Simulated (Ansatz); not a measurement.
# CaFeHIr: relaxing a made-up structure, part 2 of 2

Starting from a made-up structure for CaFeHIr, the aim is the relaxed cell, its shortest contacts and, where a second run follows, its electronic structure.

Ansatz 0.2.0; DFT, PBEsol, plane-wave PAW, files of the set soft_1, scalar-relativistic, ferromagnetic start, cell and ions relaxed at zero pressure; PAW set soft_1 (the session's first sound run).

So far: The starting structure; Relaxing cell and atoms. The relaxed cell has a = 3.918, c = 4.554 Å (conventional setting).

### 3. Bands of the relaxed cell

A second self-consistent run takes a narrower smearing and the mesh shown in its input; the bands follow along the standard path of the relaxed lattice.

This step: DFT, PBEsol, plane-wave PAW, files of the set soft_1, scalar-relativistic, ferromagnetic start, bands and density of states at the relaxed cell; PAW set soft_1 (Ansatz 0.2.0).

File input.yaml:

```yaml
crystal:
  lattice:
    - [3.917607983, 0.0, 0.0]
    - [-1.9588039915, 3.3927480353, 0.0]
    - [0.0, 0.0, 4.5538507049]
  atoms:
    - { symbol: Ir, position: [0.0, 0.0, 0.5111964268] }
    - { symbol: Fe, position: [0.3333333333, 0.6666666667, 0.5753455149], spin: 0.9 }
    - { symbol: Ca, position: [0.6666666667, 0.3333333333, 1.0366871123] }
    - { symbol: H, position: [0.3333333333, 0.6666666667, 0.911870946] }
magnetization:
  spin_polarized: true
kpoints:
  mp_grid: { grid: [10, 10, 8] }
  band_path:
    path:
      - [[0.0, 0.0, 0.0], [0.5, 0.0, 0.0], [0.33333333, 0.33333333, 0.0], [0.0, 0.0, 0.0], [0.0, 0.0, 0.5], [0.5, 0.0, 0.5], [0.33333333, 0.33333333, 0.5], [0.0, 0.0, 0.5]]
      - [[0.5, 0.0, 0.5], [0.5, 0.0, 0.0]]
      - [[0.33333333, 0.33333333, 0.0], [0.33333333, 0.33333333, 0.5]]
    npoints: 8
scf:
  occupations: { method: fermi_dirac, width: 0.03 }
  n_extra_bands: 9
hamiltonian:
  xc: pbesol
  pseudopotentials: { kind: paw, azcp: { folder: soft_1 }, xc_functional: pbe }
output:
  forces: true
  stress: true
  write_bands: true
  dos: { projected: true }
  write_density: true
  write_potential: true
  elf: true
  volumetric_format: npy
```

Launch:

```sh
> ansatz run input.yaml --threads 4 --pin off --max-ram 8192MiB --backend cpu --events-out ev --progress --plain --runs-dir out
```

Numbers of over 12 decimals in the logs are rounded to 6 here.

The program printed:

```text
[...]
Crystal: 4 atoms, lattice volume = 60.527 Å³
Basis set: ecut = 420 eV, 1191 PW (Γ), exchange–correlation on 54×54×64 points (8 copies of the dense FFT grid, shifted against one another)
Bands: 31, of which v1, the nominal top of the filled ones, is band 22 counted from 1 (21 counted from 0)
Symmetry: 6 space group operations
[...]
k-points: 94 of 800 (time reversal used)
[...]
Starting moments: Σ|m| = 0.9 μB on 1 of 4 sites
[...]
SCF iter   1: F=—  HF=-18061.006824 eV  |F-HF|=—  |Δ(HF+E_count)|=         —  Δρ=8.06e-2 (↑8.06e-2 ↓5.69e-2)  dr2=1.52e1  dr2_m=3.66e-1  M=0.347 μB ∫|m|=0.390 μB  β_m=0.30  ethr=3.10e-3  ⟨swp⟩=7.2  Hψ=27985  notcnv=0
[...]
SCF iter  14: F=-18058.735381 eV  HF=-18058.735381 eV  |F-HF|=1.47e-8  |Δ(HF+E_count)|=   7.50e-9  Δρ=2.75e-6 (↑1.65e-6 ↓2.75e-6)  dr2=1.63e-8  dr2_m=2.59e-10  M=1.258 μB ∫|m|=1.482 μB  ethr=9.01e-11  ⟨swp⟩=10.4  Hψ=37246  notcnv=0
SCF 1 converged in 14 iterations: F = -18058.735381 eV  dr2 = 1.63e-8
[...]
NSCF: frozen V_eff on 75 k-points
SCF converged after 14 iterations
Magnetization: 1.2585 μB (22.6292 up, 21.3708 down)
Absolute magnetization: 1.4819 μB (∫|ρ↑−ρ↓|, with the PAW one-centre terms)
[...]
Per-site moments (μB) at R_I (Å): [(0.246417, 0.940755), (0.847317, 0.632151), (-0.010472, 0.962015), (-0.012591, 0.632151)]
Free energy (F): -18058.735381 eV
[...]
Internal energy: -18058.729194 eV  (E = F + TS)
E sigma→0 (E₀):  -18058.732288 eV
Entropy (-TS):   -0.006186 eV (-1.547 meV/atom)
Fermi energy:    12.408330 eV
[...]
--- Forces (eV/Å), atoms counted from 1 ---
  atom   1  Ir     0.00000000     0.00000000    -0.00376983
  atom   2  Fe     0.00000000    -0.00000000     0.01850154
  atom   3  Ca     0.00000000     0.00000000    -0.00199928
  atom   4  H     -0.00000000     0.00000000    -0.01276614
  max |Σ_I F_I| component: 3.37e-5 eV/Å
--- Stress (GPa, compression-positive) ---
       -0.026688       0.000000       0.000000
        0.000000      -0.026688      -0.000000
        0.000000       0.000000       0.019684
  P = ⅓ Tr σ = -0.0112 GPa (-0.112 kbar)
--- Band table (eV; the first three rows and the last of 188) ---
  k-point 0 ↑: bands = [... 18 lower, 10.6379, 10.6379, 10.7554, 11.7453, 11.7453, 12.6016, 14.6519, 15.6007, ... 5 higher]
  k-point 1 ↑: bands = [... 18 lower, 10.6136, 10.6136, 10.7748, 11.7754, 11.7754, 12.1072, 15.0295, 15.7103, ... 5 higher]
  k-point 2 ↑: bands = [... 18 lower, 10.5632, 10.5632, 10.6642, 11.4320, 11.8397, 11.8397, 15.6170, 16.0045, ... 5 higher]
  k-point 93 ↓: bands = [... 18 lower, 10.4101, 11.3969, 12.4409, 12.7231, 13.0212, 13.2245, 14.0581, 14.1777, ... 5 higher]
```

Elapsed: 19 s, on 4 threads of Arm Neoverse V2, shared host; peak memory 0.64 GiB.

Numbers from this step:

- free energy: -18058.7354 eV
- energy at zero smearing: -18058.7323 eV
- smearing term TS: 0.006186 eV
- Fermi energy: 12.41 eV
- magnetization: 1.258 μB
- absolute magnetization: 1.482 μB
- site moments: 0.2464, 0.8473, -0.01047, -0.01259 μB
- pressure: -0.01123 GPa

From bands.tsv, the bands that come nearest the Fermi level along the path, at its corners, in eV from the Fermi level:

```tsv
point	band_20_up	band_21_up	band_22_up	band_23_up	band_20_dn	band_21_dn	band_22_dn	band_23_dn
Γ	-1.65	-0.66	-0.66	0.19	-1.03	0.20	0.20	0.43
M	-1.19	-0.38	0.34	1.30	-0.65	0.61	0.94	1.87
K	-0.52	-0.06	0.12	0.47	-0.16	0.46	0.84	0.87
Γ	-1.65	-0.66	-0.66	0.19	-1.03	0.20	0.20	0.43
A	-1.90	-1.04	-0.49	-0.49	-1.18	-0.72	0.46	0.46
L	-0.96	-0.40	0.33	0.39	-0.85	0.56	0.72	1.00
H	-0.41	-0.26	0.28	0.46	0.25	0.40	0.50	0.73
A	-1.90	-1.04	-0.49	-0.49	-1.18	-0.72	0.46	0.46
L	-0.96	-0.40	0.33	0.39	-0.85	0.56	0.72	1.00
M	-1.19	-0.38	0.34	1.30	-0.65	0.61	0.94	1.87
K	-0.52	-0.06	0.12	0.47	-0.16	0.46	0.84	0.87
H	-0.41	-0.26	0.28	0.46	0.25	0.40	0.50	0.73
```

Site moment by atom:

```csv
atom,site moment (μB)
Ir1,0.246
Fe2,0.847
Ca3,-0.010
H4,-0.013
```

Spin density in the ac plane at fractional y = 0.667, with atoms of Fe and H within 0.2 Å of it.

Values in e/Å³, 16 rows by 14 columns, each cell a mean:
```
0.0 0.0 0.0 0.0 0.0 0.0 0.0 0.0 0.0 0.0 0.0 0.0 0.0 0.0
0.0 0.0 0.0 0.0 0.0 0.0 0.0 0.0 0.0 0.0 0.0 0.0 0.0 0.0
0.0 0.0 0.0 0.0 0.0 0.0 0.0 0.0 0.0 0.0 0.0 0.0 0.0 0.0
0.0 0.0 0.0 0.0 0.0 0.0 0.0 0.0 0.0 0.0 0.0 0.0 0.0 0.0
0.0 0.0 0.1 0.2 0.3 0.3 0.3 0.1 0.0 0.0 0.0 0.0 0.0 0.0
0.0 0.0 0.1 0.6 1.3 1.3 0.7 0.1 0.0 0.0 0.0 0.0 0.0 0.0
0.0 0.0 0.1 0.7 1.8 1.8 0.8 0.1 0.0 0.0 0.0 0.0 0.0 0.0
0.0 0.0 0.1 0.6 1.1 1.2 0.6 0.1 0.0 0.0 0.0 0.0 0.0 0.0
0.0 0.0 0.1 0.2 0.3 0.3 0.2 0.1 0.0 0.0 0.0 0.0 0.0 0.0
0.0 0.0 0.0 0.0 0.0 0.0 0.0 0.0 0.0 0.0 0.0 0.0 0.0 0.0
0.0 0.0 0.0 0.0 0.0 0.0 0.0 0.0 0.0 0.0 0.0 0.0 0.0 0.0
0.0 0.0 0.0 0.0 0.0 0.0 0.0 0.0 0.0 0.0 0.0 0.0 0.0 0.0
0.0 0.0 0.0 0.0 0.0 0.0 0.0 0.0 0.0 0.0 0.0 0.0 0.0 0.0
0.0 0.0 0.0 0.0 0.0 0.0 0.0 0.0 0.0 0.0 0.0 0.0 0.0 0.0
0.0 0.0 0.0 0.0 0.0 0.0 0.0 0.0 0.0 0.0 0.0 0.0 0.0 0.0
0.0 0.0 0.0 0.0 0.0 0.0 0.0 0.0 0.0 0.0 0.0 0.0 0.0 0.0
```
Columns run along a (3.9 Å), rows up along c (4.6 Å). Atoms in or near the plane, at fractional coordinates: Fe at (0.33, 0.58), H at (0.33, 0.91).

ELF of down spins in the ac plane at fractional y = 0.667, with atoms of Fe and H within 0.2 Å of it. It is the smooth field of the valence electrons, not physical close to the nuclei.

Values, 16 rows by 14 columns, each cell a mean:
```
0.07 0.24 0.74 0.97 1.00 1.00 0.98 0.72 0.28 0.07 0.06 0.07 0.07 0.05
0.13 0.32 0.73 0.95 0.99 0.99 0.97 0.72 0.35 0.13 0.07 0.06 0.06 0.07
0.24 0.31 0.49 0.68 0.79 0.80 0.70 0.48 0.32 0.23 0.18 0.15 0.15 0.18
0.33 0.26 0.21 0.25 0.33 0.33 0.26 0.20 0.25 0.33 0.33 0.29 0.29 0.32
0.37 0.24 0.17 0.26 0.40 0.41 0.28 0.16 0.22 0.38 0.38 0.32 0.32 0.37
0.37 0.24 0.26 0.49 0.74 0.75 0.52 0.23 0.22 0.38 0.36 0.28 0.28 0.35
0.35 0.24 0.30 0.59 0.85 0.86 0.63 0.28 0.23 0.36 0.33 0.26 0.26 0.32
0.35 0.26 0.25 0.46 0.71 0.71 0.48 0.24 0.25 0.36 0.31 0.26 0.26 0.31
0.38 0.31 0.20 0.27 0.40 0.40 0.27 0.19 0.30 0.39 0.30 0.25 0.25 0.30
0.42 0.41 0.24 0.14 0.13 0.13 0.13 0.24 0.41 0.42 0.32 0.25 0.25 0.31
0.42 0.45 0.33 0.18 0.11 0.10 0.16 0.34 0.45 0.42 0.33 0.27 0.27 0.32
0.32 0.37 0.33 0.23 0.17 0.17 0.22 0.32 0.36 0.32 0.25 0.21 0.20 0.24
0.15 0.19 0.20 0.19 0.17 0.17 0.18 0.20 0.19 0.15 0.12 0.10 0.10 0.11
0.06 0.08 0.13 0.19 0.23 0.24 0.19 0.12 0.08 0.06 0.07 0.08 0.08 0.06
0.04 0.06 0.23 0.49 0.66 0.66 0.52 0.22 0.08 0.04 0.08 0.13 0.12 0.07
0.04 0.11 0.49 0.85 0.95 0.95 0.87 0.47 0.14 0.05 0.08 0.13 0.13 0.07
```
Columns run along a (3.9 Å), rows up along c (4.6 Å). Atoms in or near the plane, at fractional coordinates: Fe at (0.33, 0.58), H at (0.33, 0.91).

ELF in the ac plane at fractional y = 0.667, with atoms of Fe and H within 0.2 Å of it. It is the smooth field of the valence electrons, not physical close to the nuclei.

Values, 16 rows by 14 columns, each cell a mean:
```
0.07 0.24 0.73 0.97 1.00 1.00 0.98 0.71 0.27 0.07 0.05 0.07 0.07 0.05
0.12 0.32 0.72 0.95 0.99 0.99 0.96 0.71 0.34 0.12 0.07 0.06 0.06 0.06
0.22 0.31 0.48 0.66 0.77 0.77 0.67 0.47 0.31 0.21 0.17 0.14 0.14 0.16
0.30 0.26 0.23 0.26 0.31 0.31 0.26 0.22 0.25 0.30 0.30 0.28 0.28 0.30
0.34 0.23 0.20 0.29 0.37 0.38 0.30 0.19 0.22 0.35 0.36 0.32 0.32 0.35
0.34 0.23 0.27 0.49 0.72 0.72 0.51 0.25 0.22 0.35 0.35 0.29 0.29 0.34
0.34 0.24 0.29 0.57 0.84 0.85 0.60 0.27 0.23 0.34 0.32 0.26 0.27 0.32
0.34 0.25 0.27 0.46 0.68 0.69 0.48 0.26 0.25 0.34 0.30 0.25 0.25 0.30
0.35 0.29 0.23 0.29 0.37 0.37 0.29 0.22 0.28 0.36 0.29 0.24 0.25 0.29
0.39 0.37 0.23 0.14 0.12 0.12 0.13 0.23 0.36 0.39 0.31 0.26 0.26 0.31
0.39 0.40 0.29 0.16 0.10 0.09 0.15 0.30 0.40 0.39 0.33 0.28 0.28 0.32
0.30 0.33 0.29 0.22 0.16 0.16 0.21 0.29 0.33 0.29 0.24 0.21 0.21 0.23
0.14 0.17 0.19 0.18 0.17 0.17 0.18 0.19 0.17 0.14 0.11 0.10 0.10 0.11
0.06 0.08 0.13 0.19 0.24 0.24 0.19 0.12 0.08 0.06 0.06 0.08 0.08 0.06
0.04 0.06 0.23 0.50 0.66 0.67 0.52 0.21 0.07 0.04 0.08 0.13 0.12 0.07
0.04 0.11 0.49 0.85 0.95 0.95 0.87 0.47 0.14 0.05 0.08 0.14 0.13 0.07
```
Columns run along a (3.9 Å), rows up along c (4.6 Å). Atoms in or near the plane, at fractional coordinates: Fe at (0.33, 0.58), H at (0.33, 0.91).

### 4. Summary of results

```yaml
space_group_relaxed: P3m1
conventional_cell: a = 3.918, b = 3.918, c = 4.554 Å; α = 90.0°, β = 90.0°, γ = 120.0°
volume_per_atom: 15.13 Å³ (guess 16.27)
total_moment: 1.26 μB in the cell of 4 atoms
```

In words: CaFeHIr relaxes to P3m1 with a = 3.918, b = 3.918 and c = 4.554 Å. The guessed volume was 8 % too large. The space group P3m1 was held in the relaxation, so the end point is a stationary structure within it and may be a saddle against distortions or other arrangements. The input starts from parallel moments, and no other start was typed. Bands cross the Fermi level, so it is a metal or semimetal at this level. On the 10×10×8 mesh with the narrower smearing (relaxed on 8×8×6) the largest force component is 0.019 eV/Å and the largest stress component is 0.027 GPa, against the relaxation's thresholds of 0.015 eV/Å and 0.05 GPa. The cutoff wasn't tested. Spin-orbit coupling is left out, which can matter for elements this heavy. No dispersion term is used, so weakly bound directions may come out too long. Nothing here tests whether the compound is stable against decomposition.

[Logs are printed without paths, hosts, clocks, repeated set-up lines and the standing remarks that a program may print on its own settings, such as how far it seeks lower states.]

[Hosts, paths, dates, database ids (printed as entryN), source tags and the programs' standing remarks are cut or masked in the printed files.]
